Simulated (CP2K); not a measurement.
Consider 2-isocyanopyrimidine at its PBE geometry (Å).

```xyz
11

C     3.6917   -0.0639   -0.0002
N     2.5062   -0.0499   -0.0102
C     1.1160   -0.0267   -0.0106
N     0.5619    1.1930   -0.0080
C    -0.7814    1.2027    0.0022
C    -1.5399    0.0317    0.0070
C    -0.8339   -1.1723   -0.0002
N     0.5075   -1.2215   -0.0097
H    -1.2528    2.1878    0.0085
H    -2.6278    0.0552    0.0178
H    -1.3473   -2.1361    0.0034
```

Method: CP2K XAS_TDP, all-electron GAPW, PBEh(45%), aug-cc-pVDZ, TDA, GW2X-corrected core level, no relativity.

Where do the C K-edge lines lie, and how strong are they?

Leading lines: C1 288.47 eV, C3 288.65 eV, C5 287.38 eV and C6 287.09 eV. The leading line of an atom is its first one with 35 % of the strongest within 2.5 eV of its lowest line over the strength cut. Core ionisation energies at this level: C3 295.47, C5 294.21, C1 295.06 and C6 293.01 eV.

The first six lines of each atom with a strength over 0.0015:

| atom | energy (eV) | states | strength, one atom | above the computed threshold |
| --- | --- | --- | --- | --- |
| C1 (bonded to N) | 288.47 | 1 | 0.0642 |  |
|  | 289.13 | 1 | 0.0707 |  |
|  | 293.37 | 1 | 0.0056 |  |
|  | 294.82 | 1 | 0.0041 |  |
|  | 295.12 | 1 | 0.0040 | yes |
|  | 295.67 | 1 | 0.0028 | yes |
| C3 (bonded to 3 N) | 288.65 | 1 | 0.0578 |  |
|  | 293.35 | 1 | 0.0027 |  |
|  | 293.75 | 1 | 0.0024 |  |
|  | 294.11 | 1 | 0.0057 |  |
|  | 294.48 | 1 | 0.0030 |  |
|  | 294.82 | 1 | 0.0263 |  |
| C5 (bonded to C, N and H), 2 alike | 287.38 | 1 | 0.0582 |  |
|  | 291.81 | 1 | 0.0128 |  |
|  | 292.92 | 1 | 0.0033 |  |
|  | 293.43 | 1 | 0.0079 |  |
|  | 293.57 | 2 | 0.0054 |  |
|  | 294.67 | 1 | 0.0062 | yes |
| C6 (bonded to 2 C and H) | 287.09 | 1 | 0.0472 |  |
|  | 290.46 | 1 | 0.0128 |  |
|  | 291.90 | 1 | 0.0046 |  |
|  | 291.96 | 1 | 0.0111 |  |
|  | 293.14 | 1 | 0.0049 | yes |
|  | 293.50 | 1 | 0.0018 | yes |

Lines are vertical, at one geometry, with no vibrational structure. GW2X ionisation energies and lines can be off by 1 to 2 eV either way, and a good line position may hide errors that cancel. These values hold no scalar relativity, about 0.1 eV for C 1s. Rydberg lines, and the discretised continuum above threshold, depend on the basis and the box.

[Banner, clock and machine lines of the logs are left out without a mark of their own.]

[Logs are printed without paths, hosts, clocks, repeated set-up lines and the standing remarks that a program may print on its own settings, such as how far it seeks lower states.]

[Hosts, paths, dates, database ids (printed as entryN), source tags and the programs' standing remarks are cut or masked in the printed files.]
